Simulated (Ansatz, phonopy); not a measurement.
# ZnO (zincite, P6_3mc): a volume series of phonon spectra, part 2 of 2

Which modes of ZnO (zincite) drive its thermal expansion?

Ansatz 0.2.0; DFT LDA, scalar-relativistic, plane waves, PAW.

So far. Step 9 (Lattice dynamics at this volume, V/V0 0.985): No mode is imaginary beyond numerical noise at the solved wavevectors. The highest zone-centre mode (no LO–TO term) moved by +2.1 % for a volume change of -1.5 %.

**11. Lattice dynamics at this volume, V/V0 1.03**

Contents of input.yaml:

```yaml
crystal:
  lattice:
    - [3.2186234169, 0.0, 0.0]
    - [-1.6093117084, 2.7874096443, 0.0]
    - [0.0, 0.0, 5.2031496252]
  atoms:
    - { symbol: Zn, position: [0.3333333333, 0.6666666667, 0.5002538523] }
    - { symbol: Zn, position: [0.6666666667, 0.3333333333, 0.0002538523] }
    - { symbol: O, position: [0.6666666667, 0.3333333333, 0.3787561477] }
    - { symbol: O, position: [0.3333333333, 0.6666666667, 0.8787561477] }
kpoints:
  mp_grid: { grid: [9, 9, 6] }
hamiltonian:
  xc: lda
scf:
  occupations: { method: fixed }
output:
  eigenvalues: true
phonons:
  method: dfpt
  dielectric: true
  rigid_motions: translations
  qmesh: [3, 3, 2]
  temperatures: { t_max: 1000, t_step: 50 }
  qpath:
    path:
      - [[0.0, 0.0, 0.0], [0.5, 0.0, 0.0], [0.33333333, 0.33333333, 0.0], [0.0, 0.0, 0.0], [0.0, 0.0, 0.5], [0.5, 0.0, 0.5], [0.33333333, 0.33333333, 0.5], [0.0, 0.0, 0.5]]
      - [[0.5, 0.0, 0.5], [0.5, 0.0, 0.0]]
      - [[0.33333333, 0.33333333, 0.5], [0.33333333, 0.33333333, 0.0]]
    npoints: 10
```

Command:

```
$ ansatz run input.yaml --threads 4 --pin off --max-ram 8192MiB --backend cpu --events-out ev --progress --plain --runs-dir out
```

Elapsed: 4.1 min, on 4 threads of Arm Neoverse V2, shared host; peak memory 1.2 GiB; 16 min of CPU time.

No mode is imaginary beyond numerical noise at the solved wavevectors. The highest zone-centre mode (no LO–TO term) moved by -4.1 % for a volume change of +3.0 %.

**12. A cell at another volume, V/V0 0.97**

The cell differs from the one that the last finished run ended in (a 3.219 → 3.155 Å, b 3.219 → 3.155 Å, c 5.203 → 5.101 Å).

Contents of input.yaml:

```yaml
crystal:
  lattice:
    - [3.1546960891, 0.0, 0.0]
    - [-1.5773480445, 2.7320469544, 0.0]
    - [0.0, 0.0, 5.1006568022]
  atoms:
    - { symbol: Zn, position: [0.3333333333, 0.6666666667, 0.5003164212] }
    - { symbol: Zn, position: [0.6666666667, 0.3333333333, 0.0003164212] }
    - { symbol: O, position: [0.6666666667, 0.3333333333, 0.3786935788] }
    - { symbol: O, position: [0.3333333333, 0.6666666667, 0.8786935788] }
kpoints:
  mp_grid: { grid: [9, 9, 6] }
hamiltonian:
  xc: lda
scf:
  occupations: { method: fixed }
output:
  forces: true
  stress: true
  eigenvalues: true
  write_density: true
  write_potential: true
  elf: true
  volumetric_format: npy
relax:
  adjacent_minimum: "off"
  f_tol: 0.001
  max_steps: 60
  cell: { stress_tol: 0.01, fix: [volume] }
```

Elapsed: 6.9 s, on 4 threads; peak memory 0.39 GiB.

Little changed from the start: no atom moved by 0.005 Å and no cell edge by 0.1 %.

**13. Lattice dynamics at this volume, V/V0 0.97**

Contents of input.yaml:

```yaml
crystal:
  lattice:
    - [3.1544166071, 0.0, 0.0]
    - [-1.5772083035, 2.7318049159, 0.0]
    - [0.0, 0.0, 5.1015606808]
  atoms:
    - { symbol: Zn, position: [0.3333333333, 0.6666666667, 0.5003808841] }
    - { symbol: Zn, position: [0.6666666667, 0.3333333333, 0.0003808841] }
    - { symbol: O, position: [0.6666666667, 0.3333333333, 0.3786291159] }
    - { symbol: O, position: [0.3333333333, 0.6666666667, 0.8786291159] }
kpoints:
  mp_grid: { grid: [9, 9, 6] }
hamiltonian:
  xc: lda
scf:
  occupations: { method: fixed }
output:
  eigenvalues: true
phonons:
  method: dfpt
  dielectric: true
  rigid_motions: translations
  qmesh: [3, 3, 2]
  temperatures: { t_max: 1000, t_step: 50 }
  qpath:
    path:
      - [[0.0, 0.0, 0.0], [0.5, 0.0, 0.0], [0.33333333, 0.33333333, 0.0], [0.0, 0.0, 0.0], [0.0, 0.0, 0.5], [0.5, 0.0, 0.5], [0.33333333, 0.33333333, 0.5], [0.0, 0.0, 0.5]]
      - [[0.5, 0.0, 0.5], [0.5, 0.0, 0.0]]
      - [[0.33333333, 0.33333333, 0.5], [0.33333333, 0.33333333, 0.0]]
    npoints: 10
```

Elapsed: 3.9 min, on 4 threads; peak memory 1.3 GiB; 15 min of CPU time.

No mode is imaginary beyond numerical noise at the solved wavevectors. The highest zone-centre mode (no LO–TO term) moved by +4.3 % for a volume change of -3.0 %.

**14. A cell at another volume, V/V0 1.05**

The cell differs from the one that the last finished run ended in (a 3.154 → 3.239 Å, b 3.154 → 3.239 Å, c 5.102 → 5.237 Å).

Contents of input.yaml:

```yaml
crystal:
  lattice:
    - [3.2391424596, 0.0, 0.0]
    - [-1.6195712298, 2.8051796565, 0.0]
    - [0.0, 0.0, 5.2371935532]
  atoms:
    - { symbol: Zn, position: [0.3333333333, 0.6666666667, 0.5003164212] }
    - { symbol: Zn, position: [0.6666666667, 0.3333333333, 0.0003164212] }
    - { symbol: O, position: [0.6666666667, 0.3333333333, 0.3786935788] }
    - { symbol: O, position: [0.3333333333, 0.6666666667, 0.8786935788] }
kpoints:
  mp_grid: { grid: [9, 9, 6] }
hamiltonian:
  xc: lda
scf:
  occupations: { method: fixed }
output:
  forces: true
  stress: true
  eigenvalues: true
  write_density: true
  write_potential: true
  elf: true
  volumetric_format: npy
relax:
  adjacent_minimum: "off"
  f_tol: 0.001
  max_steps: 60
  cell: { stress_tol: 0.01, fix: [volume] }
```

Run time: 6.1 s. Hardware: 4 threads; peak memory 0.4 GiB.

**15. Lattice dynamics at this volume, V/V0 1.05**

Contents of input.yaml:

```yaml
crystal:
  lattice:
    - [3.2394738833, 0.0, 0.0]
    - [-1.6197369416, 2.8054666778, 0.0]
    - [0.0, 0.0, 5.2361219958]
  atoms:
    - { symbol: Zn, position: [0.3333333333, 0.6666666667, 0.5002109917] }
    - { symbol: Zn, position: [0.6666666667, 0.3333333333, 0.0002109917] }
    - { symbol: O, position: [0.6666666667, 0.3333333333, 0.3787990083] }
    - { symbol: O, position: [0.3333333333, 0.6666666667, 0.8787990083] }
kpoints:
  mp_grid: { grid: [9, 9, 6] }
hamiltonian:
  xc: lda
scf:
  occupations: { method: fixed }
output:
  eigenvalues: true
phonons:
  method: dfpt
  dielectric: true
  rigid_motions: translations
  qmesh: [3, 3, 2]
  temperatures: { t_max: 1000, t_step: 50 }
  qpath:
    path:
      - [[0.0, 0.0, 0.0], [0.5, 0.0, 0.0], [0.33333333, 0.33333333, 0.0], [0.0, 0.0, 0.0], [0.0, 0.0, 0.5], [0.5, 0.0, 0.5], [0.33333333, 0.33333333, 0.5], [0.0, 0.0, 0.5]]
      - [[0.5, 0.0, 0.5], [0.5, 0.0, 0.0]]
      - [[0.33333333, 0.33333333, 0.5], [0.33333333, 0.33333333, 0.0]]
    npoints: 10
```

Wall time 4.2 min (4 threads); peak memory 1.3 GiB; 16 min of CPU time.

No mode is imaginary beyond numerical noise at the solved wavevectors. The highest zone-centre mode (no LO–TO term) moved by -6.6 % for a volume change of +5.0 %.

**16. Mode Grüneisen parameters**

This step: DFT LDA, scalar-relativistic, plane waves, PAW (phonopy 4.10.0).

Numbers from this step:

- share of modes with a negative Grüneisen parameter: 0.331

Mean Grüneisen, by row:

| T (K) | heat-capacity-weighted mean | root mean square |
| --- | --- | --- |
| 50 | -0.981 | 1.308 |
| 100 | -0.412 | 1.226 |
| 200 | 0.274 | 1.353 |
| 300 | 0.503 | 1.404 |
| 500 | 0.633 | 1.432 |
| 800 | 0.679 | 1.442 |

Mean mode Grueneisen parameter against wavenumber:

```
wavenumber (cm⁻¹)  mean mode Grueneisen parameter
                9                           -1.94
               28                            -2.4
               66                           -1.72
               84                           -1.48
              122                          -0.741
              141                          -0.387
              159                         -0.0746
              197                            1.07
              216                            1.05
              234                            1.07
              272                            1.12
              290                               -
              328                               -
              347                               -
              366                               -
              403                            2.06
              422                            1.99
              440                            1.94
              478                             1.8
              497                            1.72
              534                            1.43
              553                            1.35
```

Volume series, by row:

```csv
V/V0,V (Å³/atom),pressure (GPa),E - E0 (meV/atom),gap (eV),zero-point energy (meV/atom),lowest on the path (cm⁻¹),highest at Gamma without the LO-TO term (cm⁻¹)
0.97,10.99,5.248,5.437,0.847,62.51,0,577.3
0.985,11.16,2.52,1.307,0.824,61.31,0,564.9
1,11.33,0,0,0.801,60.13,0,553.2
1.015,11.5,-2.324,1.233,0.777,58.96,0,541.7
1.03,11.67,-4.461,4.89,0.755,57.81,0,530.8
1.05,11.9,-7.046,12.99,0.724,56.32,0,516.9
```

The optical frequency at Gamma without the LO-TO term by V/V0:

| V/V0 | mode 4 (cm⁻¹) | mode 6 (cm⁻¹) | mode 7 (cm⁻¹) | mode 8 (cm⁻¹) | mode 10 (cm⁻¹) | mode 12 (cm⁻¹) |
| --- | --- | --- | --- | --- | --- | --- |
| 0.9700 | 84.0 | 268 | 416 | 434 | 468 | 577 |
| 0.9850 | 87.3 | 265 | 403 | 421 | 455 | 565 |
| 1.0000 | 90.1 | 261 | 390 | 409 | 441 | 553 |
| 1.0150 | 92.5 | 258 | 378 | 397 | 429 | 542 |
| 1.0300 | 94.6 | 254 | 366 | 385 | 416 | 531 |
| 1.0500 | 97.0 | 249 | 350 | 370 | 400 | 517 |

Grüneisen at points, by row, the first 40 of 43 rows:

| point | branch | frequency (cm⁻¹) | mode Grüneisen parameter |
| --- | --- | --- | --- |
| Γ | 4 | 90.1 | -1.92 |
| Γ | 6 | 261.1 | 0.9 |
| Γ | 7 | 390.3 | 2.13 |
| Γ | 8 | 408.6 | 1.99 |
| Γ | 9 | 441.3 | 1.97 |
| Γ | 11 | 553.2 | 1.39 |
| Γ | 12 | 558.1 | 1.34 |
| M | 1 | 87.6 | -1.98 |
| M | 2 | 123.6 | -0.35 |
| M | 3 | 142.5 | -0.77 |
| M | 4 | 165.4 | -0.04 |
| M | 5 | 239.4 | 0.87 |
| M | 6 | 259.6 | 1.27 |
| M | 7 | 444.5 | 1.97 |
| M | 8 | 451.1 | 1.9 |
| M | 9 | 491.4 | 1.79 |
| M | 10 | 505.4 | 1.65 |
| M | 11 | 553.5 | 1.4 |
| M | 12 | 556.2 | 1.33 |
| K | 1 | 140.4 | -0.51 |
| K | 2 | 143.5 | -0.35 |
| K | 4 | 179.6 | -0.09 |
| K | 5 | 236.6 | 1.3 |
| K | 7 | 478.5 | 1.79 |
| K | 9 | 492 | 1.74 |
| K | 10 | 527.5 | 1.44 |
| K | 12 | 536.1 | 1.59 |
| A | 1 | 68.3 | -1.79 |
| A | 5 | 188.8 | 1.12 |
| A | 7 | 425.1 | 1.99 |
| A | 11 | 556.2 | 1.3 |
| L | 1 | 114.3 | -1.03 |
| L | 3 | 118.7 | -1.12 |
| L | 5 | 268 | 1.05 |
| L | 7 | 467.2 | 1.84 |
| L | 9 | 469.9 | 1.87 |
| L | 11 | 560.8 | 1.34 |
| H | 1 | 97.5 | -2.03 |
| H | 3 | 163.6 | -0.21 |
| H | 5 | 258.3 | 1.15 |

**17. Quasi-harmonic fit by phonopy**

Numbers from this step:

- volume expansion coefficient at 300 K: 10.54 1e-6/K
- isothermal bulk modulus at 300 K: 152.4 GPa
- C_P at 300 K: 19.96 J/mol-atom/K
- Grüneisen parameter at 300 K: 0.555

The energy (each curve on its own zero) by volume; values in meV/atom:

| volume (Å³/atom) | static | F at 0 K | F at 300 K | F at 1300 K |
| --- | --- | --- | --- | --- |
| 10.990 | 5.44 | 8.44 | 8.58 | 14.6 |
| 11.160 | 1.31 | 3.11 | 3.31 | 7.39 |
| 11.330 | 0 | 0.62 | 0.79 | 2.6 |
| 11.500 | 1.23 | 0.68 | 0.74 | -0.02 |
| 11.670 | 4.89 | 3.2 | 3.07 | -0.49 |
| 11.897 | 13.0 | 9.81 | 9.37 | 1.81 |

Phonopy-qha, vinet fit of F(V) at each temperature; no electronic free energy. Qha vinet, by row:

| T (K) | fitted volume (Å³/atom) | alpha_V (1e-6/K) | B_T (GPa) | C_P (J/mol-atom/K) | Grueneisen |
| --- | --- | --- | --- | --- | --- |
| 100 | 11.41 | -2.6 | 156.9 | 8.999 | -0.3115 |
| 150 | 11.4 | 1.05 | 156.1 | 12.93 | 0.08734 |
| 200 | 11.41 | 5 | 155 | 16.07 | 0.3315 |
| 250 | 11.41 | 8.17 | 153.8 | 18.35 | 0.471 |
| 300 | 11.42 | 10.54 | 152.4 | 19.96 | 0.5547 |
| 350 | 11.42 | 12.31 | 151.1 | 21.09 | 0.6085 |
| 400 | 11.43 | 13.67 | 149.8 | 21.92 | 0.6454 |
| 450 | 11.44 | 14.74 | 148.4 | 22.53 | 0.6723 |
| 500 | 11.45 | 15.62 | 147.1 | 22.99 | 0.6927 |
| 550 | 11.46 | 16.37 | 145.7 | 23.36 | 0.7091 |
| 600 | 11.47 | 17.01 | 144.4 | 23.64 | 0.7226 |
| 650 | 11.48 | 17.58 | 143.1 | 23.88 | 0.7341 |
| 700 | 11.49 | 18.1 | 141.7 | 24.07 | 0.7441 |
| 750 | 11.5 | 18.58 | 140.4 | 24.24 | 0.7531 |
| 800 | 11.51 | 19.03 | 139.1 | 24.38 | 0.7613 |
| 850 | 11.52 | 19.45 | 137.9 | 24.5 | 0.7688 |
| 900 | 11.53 | 19.86 | 136.6 | 24.61 | 0.7759 |
| 950 | 11.54 | 20.25 | 135.3 | 24.71 | 0.7826 |
| 1000 | 11.55 | 20.63 | 134.1 | 24.8 | 0.789 |
| 1050 | 11.56 | 21.01 | 132.9 | 24.88 | 0.7952 |
| 1100 | 11.58 | 21.37 | 131.7 | 24.96 | 0.8011 |
| 1150 | 11.59 | 21.73 | 130.5 | 25.03 | 0.8069 |
| 1200 | 11.6 | 22.09 | 129.4 | 25.1 | 0.8125 |
| 1250 | 11.62 | 22.44 | 128.2 | 25.17 | 0.818 |

Volume expansion coefficient, phonopy-qha, Vinet against temperature:

| temperature (K) | volume expansion coefficient, phonopy-qha, Vinet (1e-6/K) |
| --- | --- |
| 75 | -3.44 |
| 125 | -0.96 |
| 150 | 1.05 |
| 200 | 5 |
| 250 | 8.17 |
| 275 | 9.45 |
| 325 | 11.5 |
| 375 | 13.0 |
| 400 | 13.7 |
| 450 | 14.7 |
| 500 | 15.6 |
| 525 | 16.0 |
| 575 | 16.7 |
| 625 | 17.3 |
| 650 | 17.6 |
| 700 | 18.1 |
| 725 | 18.3 |
| 775 | 18.8 |
| 825 | 19.2 |
| 850 | 19.4 |
| 900 | 19.9 |
| 950 | 20.2 |
| 975 | 20.4 |
| 1025 | 20.8 |
| 1075 | 21.2 |
| 1100 | 21.4 |
| 1150 | 21.7 |
| 1200 | 22.1 |
| 1225 | 22.3 |
| 1275 | 22.6 |

The fit gives a volume expansion of 10.5 × 10⁻⁶/K at 300 K.

**18. What came out**

```json
{
  "volume expansion coefficient at 300 K": "10.54 1e-6/K",
  "isothermal bulk modulus at 300 K": "152.4 GPa",
  "C_P at 300 K": "19.96 J/mol-atom/K",
  "Grüneisen parameter at 300 K": "0.555",
  "mean mode Grüneisen parameter at 300 K": "0.503"
}
```

Near room temperature ZnO (zincite) expands by 10.5 × 10⁻⁶/K in volume by LDA, with C_P = 20.0 J/(mol K) per mole of atoms and B_T = 152 GPa. At low temperature the volume shrinks on warming, because modes with negative Grüneisen parameters outweigh the rest; the coefficient turns positive near 140 K. C_P at room temperature is 80 % of the classical 3R an atom, so the stiffest modes are still partly frozen out. The heat-capacity-weighted Grüneisen parameter goes from -0.981 at 50 K to 0.679 at 800 K; 33 % of the modes stiffen on expansion. Weighting γ by the density of states and each mode's heat capacity at 300 K, the lowest third of the frequency range (cuts at 190 and 380 cm⁻¹) pulls the cell inward, while the rest pushes it outward. Among the labelled points γ is largest for branch 7 at Γ (390 cm⁻¹, 2.1) and most negative for branch 1 at H (97.5 cm⁻¹, -2.0). The log warns that the k-mesh is coarse for the response calculation and asks for a check on a denser one. The interpolation has no quadrupole term, so branches near the zone centre are less sure, since this crystal has sites that are not centres of inversion. The PAW files were made for PBE and are used here under another functional, for which the program regenerates the frozen cores.

Computed beside measured:

| quantity | measured | LDA |
| --- | --- | --- |
| lattice constant a (Å) | 3.24945 | 3.187 (-1.9 %) |
| lattice constant c (Å) | 5.20574 | 5.153 (-1.0 %) |

Measured values from arxiv:0808.0492 (2008).

**Verdict.** The lattice constant a is off by -1.9 %: a clear miss. The lattice constant c is off by -1.0 %: fair agreement. The grades are ours: good and fair within 0.7 and 1.5 % for the lattice constant a and 0.8 and 2 % for the lattice constant c. For lattice constants the calculation has a static lattice, without zero-point motion or thermal expansion (measured at up to 298 K).

[Logs are printed without paths, hosts, clocks, repeated set-up lines and the standing remarks that a program may print on its own settings, such as how far it seeks lower states.]

[Hosts, paths, dates, database ids (printed as entryN), source tags and the programs' standing remarks are cut or masked in the printed files.]

[A step with changed settings may run another functional than the one named; its input shows which.]

[Of the runs on displaced cells, only some may be shown.]
